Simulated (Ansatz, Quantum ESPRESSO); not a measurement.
# Band edges of H-GaAs-H chair, 1 layer under strain, part 2 of 2

Aim: band edges, gap and stiffness of H-GaAs-H chair, 1 layer under biaxial strain.

Quantum ESPRESSO 7.5; plane-wave DFT, PBE, GBRV ultrasoft pseudopotentials; geometry by Ansatz 0.2.0 with PAW datasets.

So far: Starting point; Geometry from Ansatz.

## Step 3: Running the series

Under ESM bc1 levels count from the vacuum, or from the mean of the two vacuum levels where the sheet has a dipole, so band edges at unlike strains can be compared.

Level of this step: plane-wave DFT, PBE, GBRV ultrasoft pseudopotentials (Quantum ESPRESSO 7.5).

The input, run.py:

```python
import json
import numpy as np
from ase import Atoms
from ase.calculators.espresso import Espresso, EspressoProfile

profile = EspressoProfile(command='mpirun -n 2 pw.x -nk 2', pseudo_dir='../pseudo')
pseudopotentials = {'As': 'as_pbe_v1.uspp.F.UPF', 'Ga': 'ga_pbe_v1.4.uspp.F.UPF', 'H': 'h_pbe_v1.4.uspp.F.UPF'}
system = {'ecutwfc': 40, 'ecutrho': 200, 'occupations': 'smearing', 'smearing': 'fd', 'degauss': 0.002}


def calculator(name, kpts, **extra):
    data = dict(control=dict(tprnfor=True, verbosity='high', disk_io='none'),
                system=system | extra,
                electrons=dict(conv_thr=1e-09, mixing_beta=0.4, mixing_mode='plain',
                               electron_maxstep=100))
    return Espresso(profile=profile, directory=name, pseudopotentials=pseudopotentials, kpts=kpts, input_data=data)


def centre(atoms):
    z = atoms.positions[:, 2]
    atoms.positions[:, 2] -= (z.max() + z.min()) / 2  # ESM wants the slab about z = 0
    return atoms

sheet = Atoms(
    ['H', 'As', 'Ga', 'H'],
    scaled_positions=[
        [0.6666666667, 0.3333333333, 0.3974793962],
        [0.6666666667, 0.3333333333, 0.4782067563],
        [0.3333333333, 0.6666666667, 0.5198917263],
        [0.3333333333, 0.6666666667, 0.6028292009]],
    cell=[
        [4.078991280179, 0.000000000000, 0.000000000000],
        [-2.039495640089, 3.532510070450, 0.000000000000],
        [0.000000000000, 0.000000000000, 18.833333333300]],
    pbc=True)

rows = []
for strain in [-0.03, -0.015, 0.0, 0.015, 0.03]:
    atoms = sheet.copy()
    atoms.set_cell(sheet.cell.array * [[1 + strain], [1 + strain], [1]], scale_atoms=True)
    atoms = centre(atoms)
    atoms.calc = calculator(f's{strain:+.3f}', (12, 12, 1), assume_isolated='esm', esm_bc='bc1', nbnd=17)
    energy = atoms.get_potential_energy()
    levels = np.array([atoms.calc.get_eigenvalues(kpt=i) for i in range(len(atoms.calc.get_ibz_k_points()))])
    top, bottom = levels[:, 12].max(), levels[:, 13].min()
    direct = (levels[:, 13] - levels[:, 12]).min()
    rows.append([strain, energy, top, bottom, direct])
    print(f'strain {strain:+.3f}: E = {energy:.5f} eV, valence top {top:.3f}, conduction bottom {bottom:.3f}, '
          f'gap {bottom - top:.3f}, least direct gap {direct:.3f} eV')

x, energy, top, bottom, direct = np.array(rows).T
area = np.linalg.norm(np.cross(*sheet.cell[:2]))
stiffness = np.polyfit(x, energy, 2)[0] / area * 16.0218  # C11 + C12, heights clamped
print(f'valence and conduction edges move by {np.polyfit(x, top, 1)[0]:.2f} and {np.polyfit(x, bottom, 1)[0]:.2f} eV per unit biaxial strain')
print(f'C11 + C12 with clamped heights: {stiffness:.1f} N/m')
json.dump(dict(rows=rows, stiffness=stiffness), open('result.json', 'w'))
```

Started as:

```
$ OMP_NUM_THREADS=1 python run.py
```

Log:

```text
strain -0.030: E = -6230.65519 eV, valence top -5.211, conduction bottom -3.182, gap 2.029, least direct gap 2.029 eV
strain -0.015: E = -6230.69804 eV, valence top -5.275, conduction bottom -3.432, gap 1.844, least direct gap 1.844 eV
strain +0.000: E = -6230.71312 eV, valence top -5.329, conduction bottom -3.662, gap 1.668, least direct gap 1.668 eV
strain +0.015: E = -6230.70414 eV, valence top -5.373, conduction bottom -3.872, gap 1.501, least direct gap 1.501 eV
strain +0.030: E = -6230.67424 eV, valence top -5.409, conduction bottom -4.064, gap 1.345, least direct gap 1.345 eV
valence and conduction edges move by -3.30 and -14.69 eV per unit biaxial strain
C11 + C12 with clamped heights: 59.8 N/m
```

Run time: 10 min. Hardware: 2 MPI ranks of Arm Neoverse N1, shared host; peak memory 0.54 GiB.

The input that ASE wrote for the first run, and its log:

```
&CONTROL
   verbosity        = 'high'
   tprnfor          = .true.
   disk_io          = 'none'
   pseudo_dir       = '../pseudo'
/
&SYSTEM
   nbnd             = 17
   ecutwfc          = 40
   ecutrho          = 200
   occupations      = 'smearing'
   degauss          = 0.002
   smearing         = 'fd'
   assume_isolated  = 'esm'
   esm_bc           = 'bc1'
   ntyp             = 3
   nat              = 4
   ibrav            = 0
/
&ELECTRONS
   electron_maxstep = 100
   conv_thr         = 1e-09
   mixing_mode      = 'plain'
   mixing_beta      = 0.4
/
&IONS
/
&CELL
/
&FCP
/
&RISM
/
ATOMIC_SPECIES
H 1.008 h_pbe_v1.4.uspp.F.UPF
As 74.921595 as_pbe_v1.uspp.F.UPF
Ga 69.723 ga_pbe_v1.4.uspp.F.UPF

K_POINTS automatic
12 12 1  0 0 0

CELL_PARAMETERS angstrom
3.95662154177363 0.00000000000000 0.00000000000000
-1.97831077088633 3.42653476833650 0.00000000000000
0.00000000000000 0.00000000000000 18.83333333330000

ATOMIC_POSITIONS angstrom
H 1.9783107711 1.1421782560 -1.9337106609  
As 1.9783107711 1.1421782560 -0.4133453790  
Ga -0.0000000002 2.2843565123 0.3717215560  
H -0.0000000002 2.2843565123 1.9337106609
```

```text
Program PWSCF v.7.5 starts
[citation notice left out]

     Parallel version (MPI & OpenMP), running on       2 processor cores
     Number of MPI processes:                 2
     Threads/MPI process:                     1

     MPI processes distributed on     1 nodes
[... 1 line left out ...]

Warning: card &CELL ignored
Warning: card &FCP ignored
Warning: card &RISM ignored

     Current dimensions of program PWSCF are:
     Max number of different atomic species (ntypx) = 10
     Max number of k-points (npk) =  40000
     Max angular momentum in pseudopotentials (lmaxx) =  4
     Message from routine setup:
     using ibrav=0 with symmetry is DISCOURAGED, use correct ibrav instead

     K-points division:     npool     =       2
     Subspace diagonalization in iterative solution of the eigenvalue problem:
     a serial algorithm will be used

     G-vector sticks info
     --------------------
     sticks:   dense  smooth     PW     G-vecs:    dense   smooth      PW
     Sum         769     613    187                82349    58667    9503

     Using Slab Decomposition

     bravais-lattice index     =            0
     lattice parameter (alat)  =       7.4769  a.u.
     unit-cell volume          =    1723.0721 (a.u.)^3
     number of atoms/cell      =            4
     number of atomic types    =            3
     number of electrons       =        26.00
     number of Kohn-Sham states=           17
     kinetic-energy cutoff     =      40.0000  Ry
     charge density cutoff     =     200.0000  Ry
     scf convergence threshold =      1.0E-09
     mixing beta               =       0.4000
     number of iterations used =            8  plain     mixing
     Exchange-correlation=  SLA  PW   PBX  PBC
                           (   1   4   3   4   0   0   0)

     Effective Screening Medium Method
     =================================
     Boundary Conditions: Vacuum-Slab-Vacuum
     total charge in unit cell        =   0.0000
     grid points for fit at edges     =        4

[... 10 lines left out ...]
     PseudoPot. # 1 for H  read from file:
     ../pseudo/h_pbe_v1.4.uspp.F.UPF
     Pseudo is Ultrasoft, Zval =  1.0
     Generated by new atomic code, or converted to UPF format
     Using radial grid of  615 points,  2 beta functions with:
                l(1) =   0
                l(2) =   0
     Q(r) pseudized with  8 coefficients,  rinner =    0.700

     PseudoPot. # 2 for As read from file:
     ../pseudo/as_pbe_v1.uspp.F.UPF
     Pseudo is Ultrasoft + core correction, Zval =  5.0
     Generated by new atomic code, or converted to UPF format
     Using radial grid of  875 points,  6 beta functions with:
                l(1) =   0
                l(2) =   0
                l(3) =   1
                l(4) =   1
                l(5) =   2
                l(6) =   2
     Q(r) pseudized with  8 coefficients,  rinner =    1.300   1.300   1.300
[... 670 lines left out ...]
     estimated scf accuracy    <          1.7E-10 Ry
     smearing contrib. (-TS)   =      -0.00000000 Ry
     internal energy E=F+TS    =    -457.94475029 Ry

     The total energy is F=E-TS. E is the sum of the following terms:
     one-electron contribution =    -120.38759793 Ry
     hartree contribution      =      57.91543490 Ry
     xc contribution           =     -81.51050159 Ry
     ewald contribution        =    -313.96208566 Ry

     convergence has been achieved in  22 iterations

     negative rho (up, down):  4.328E-04 0.000E+00

     Forces acting on atoms (cartesian axes, Ry/au):

     atom    1 type  1   force =     0.00000000    0.00000000   -0.00502712
     atom    2 type  2   force =     0.00000000    0.00000000   -0.00900645
     atom    3 type  3   force =     0.00000000   -0.00000000    0.01439544
     atom    4 type  1   force =     0.00000000    0.00000000   -0.00048190
     The non-local contrib.  to forces
     atom    1 type  1   force =    -0.00000000    0.00000000    0.09776920
     atom    2 type  2   force =     0.00000000    0.00000000    0.20748556
     atom    3 type  3   force =     0.00000000   -0.00000000   -0.63153764
     atom    4 type  1   force =     0.00000000    0.00000000   -0.07697764
     The ionic contribution  to forces
     atom    1 type  1   force =    -0.00000000    0.00000000   -6.87256850
     atom    2 type  2   force =    -0.00000000    0.00000000  -13.25883114
     atom    3 type  3   force =     0.00000000   -0.00000000   11.66114916
     atom    4 type  1   force =     0.00000000   -0.00000000    8.47025048
     The local contribution  to forces
     atom    1 type  1   force =    -0.00000000    0.00000000    6.76976934
     atom    2 type  2   force =    -0.00000000    0.00000000   13.02268625
     atom    3 type  3   force =     0.00000022   -0.00000008  -11.01926582
     atom    4 type  1   force =     0.00000000   -0.00000000   -8.39375631
     The core correction contribution to forces
     atom    1 type  1   force =     0.00000000    0.00000000    0.00000000
     atom    2 type  2   force =     0.00000000   -0.00000000    0.01965859
     atom    3 type  3   force =     0.00000000   -0.00000000    0.00416702
     atom    4 type  1   force =     0.00000000    0.00000000    0.00000000
     The Hubbard contrib.    to forces
     atom    1 type  1   force =     0.00000000    0.00000000    0.00000000
     atom    2 type  2   force =     0.00000000    0.00000000    0.00000000
     atom    3 type  3   force =     0.00000000    0.00000000    0.00000000
     atom    4 type  1   force =     0.00000000    0.00000000    0.00000000
     The SCF correction term to forces
     atom    1 type  1   force =     0.00000000   -0.00000000    0.00000284
     atom    2 type  2   force =     0.00000000   -0.00000000   -0.00000571
     atom    3 type  3   force =    -0.00000000    0.00000000   -0.00011728
     atom    4 type  1   force =    -0.00000000    0.00000000    0.00000157

     Total force =     0.017716     Total SCF correction =     0.000117
     Message from routine punch:
     Nothing written, as per user request (disk_io='none')

[... 1 line left out ...]

[... 1 line left out ...]

[... 1 line left out ...]

[... 3 lines left out ...]

[... 1 line left out ...]

[... 2 lines left out ...]

[... 1 line left out ...]

[... 1 line left out ...]

=------------------------------------------------------------------------------=
   JOB DONE.
=------------------------------------------------------------------------------=
```

Read from the output:

```
biaxial stiffness : 59.85 N/m
```

The band edge from the vacuum level by biaxial strain:

```tsv
biaxial strain (%)	valence top (eV)	conduction bottom (eV)
-3.00	-5.21	-3.18
-1.50	-5.28	-3.43
0.00	-5.33	-3.66
1.50	-5.37	-3.87
3.00	-5.41	-4.06
```

The gap by biaxial strain:

```tsv
biaxial strain (%)	on the mesh (eV)	least direct (eV)
-3.00	2.03	2.03
-1.50	1.84	1.84
0.00	1.67	1.67
1.50	1.50	1.50
3.00	1.35	1.35
```

Energy over the lowest against biaxial strain:

```tsv
biaxial strain (%)	energy over the lowest (meV)
-3.00	57.9
-1.50	15.1
0.00	0
1.50	8.98
3.00	38.9
```

## Step 4: The script: RPBE, GBRV ultrasoft

Level of this step: plane-wave DFT, RPBE, GBRV ultrasoft pseudopotentials made under PBE (Quantum ESPRESSO 7.5). input_dft overrides the functional of the files.

run.py, as its differences from the input of step 3:

```diff
@@ -7,3 +7,3 @@
 pseudopotentials = {'As': 'as_pbe_v1.uspp.F.UPF', 'Ga': 'ga_pbe_v1.4.uspp.F.UPF', 'H': 'h_pbe_v1.4.uspp.F.UPF'}
-system = {'ecutwfc': 40, 'ecutrho': 200, 'occupations': 'smearing', 'smearing': 'fd', 'degauss': 0.002}
+system = {'ecutwfc': 40, 'ecutrho': 200, 'input_dft': 'rpbe', 'occupations': 'smearing', 'smearing': 'fd', 'degauss': 0.002}
```

Started as:

```
$ OMP_NUM_THREADS=1 python run.py
```

Log:

```text
strain -0.030: E = -6233.39072 eV, valence top -5.171, conduction bottom -3.052, gap 2.119, least direct gap 2.119 eV
strain -0.015: E = -6233.45374 eV, valence top -5.236, conduction bottom -3.303, gap 1.933, least direct gap 1.933 eV
strain +0.000: E = -6233.48807 eV, valence top -5.290, conduction bottom -3.534, gap 1.755, least direct gap 1.755 eV
strain +0.015: E = -6233.49745 eV, valence top -5.333, conduction bottom -3.746, gap 1.587, least direct gap 1.587 eV
strain +0.030: E = -6233.48506 eV, valence top -5.369, conduction bottom -3.940, gap 1.428, least direct gap 1.428 eV
valence and conduction edges move by -3.28 and -14.79 eV per unit biaxial strain
C11 + C12 with clamped heights: 62.0 N/m
```

Elapsed: 10 min, on 2 MPI ranks; peak memory 0.53 GiB.

This step gave:

| Item | Value |
| --- | --- |
| biaxial stiffness | 62.05 N/m |

The band edge from the vacuum level by biaxial strain:

```tsv
biaxial strain (%)	valence top (eV)	conduction bottom (eV)
-3.00	-5.17	-3.05
-1.50	-5.24	-3.30
0.00	-5.29	-3.53
1.50	-5.33	-3.75
3.00	-5.37	-3.94
```

The gap by biaxial strain:

```tsv
biaxial strain (%)	on the mesh (eV)	least direct (eV)
-3.00	2.12	2.12
-1.50	1.93	1.93
0.00	1.76	1.76
1.50	1.59	1.59
3.00	1.43	1.43
```

Table of energy over the lowest by biaxial strain:

```tsv
biaxial strain (%)	energy over the lowest (meV)
-3.00	107
-1.50	43.7
0.00	9.38
1.50	0
3.00	12.4
```

## Step 5: The arithmetic

Under equal strain ε in the plane, E = A (C11 + C12) ε². From the points at ±1.5 %: d²E/dε² = (15.08 + 8.98 − 2 × 0.00) meV / 0.015² = 107 eV, and 107/(2 × 14.409 Å²) × 16.02 = 59 N/m.

## Step 6: Summary of results

```
C11 + C12, heights clamped, PBE, GBRV ultrasoft                                                           : 60 N/m
gap on the mesh at zero strain, PBE, GBRV ultrasoft                                                       : 1.67 eV
valence top below the mean of the two vacuum levels at zero strain, PBE, GBRV ultrasoft                   : 5.33 eV
shift of the valence top per unit biaxial strain, PBE, GBRV ultrasoft                                     : -3.3 eV
shift of the conduction bottom per unit biaxial strain, PBE, GBRV ultrasoft                               : -14.7 eV
C11 + C12, heights clamped, RPBE, GBRV ultrasoft (made under PBE)                                         : 62 N/m
gap on the mesh at zero strain, RPBE, GBRV ultrasoft (made under PBE)                                     : 1.76 eV
valence top below the mean of the two vacuum levels at zero strain, RPBE, GBRV ultrasoft (made under PBE) : 5.29 eV
shift of the valence top per unit biaxial strain, RPBE, GBRV ultrasoft (made under PBE)                   : -3.3 eV
shift of the conduction bottom per unit biaxial strain, RPBE, GBRV ultrasoft (made under PBE)             : -14.8 eV
```

In words: The sheet's biaxial stiffness comes to 60 N/m and its gap at zero strain to 1.67 eV (PBE, GBRV ultrasoft). From −3 % to +3 % the gap on the mesh goes from 2.03 to 1.35 eV; it is direct at every strain. Heights are clamped under strain, which makes a sheet with several atomic planes too stiff. Zero strain is the PBE cell; under RPBE the energy is lowest near +1.4 %, so its stiffness is taken away from its own minimum. Semilocal gaps are too small. The sheet carries a dipole, so the two faces have unlike vacuum levels and the zero lies between them. Spin-orbit coupling is left out; depending on the atoms that carry the levels of interest, it can split and shift them by tens to hundreds of meV.

[Logs are printed without paths, hosts, clocks, repeated set-up lines and the standing remarks that a program may print on its own settings, such as how far it seeks lower states.]

[Hosts, paths, dates, database ids (printed as entryN), source tags and the programs' standing remarks are cut or masked in the printed files.]

[Maps of the electrostatic potential energy from Ansatz leave out the sawtooth potential of an applied field or a dipole correction, so their vacuum need not be flat; planar profiles and work functions include it.]
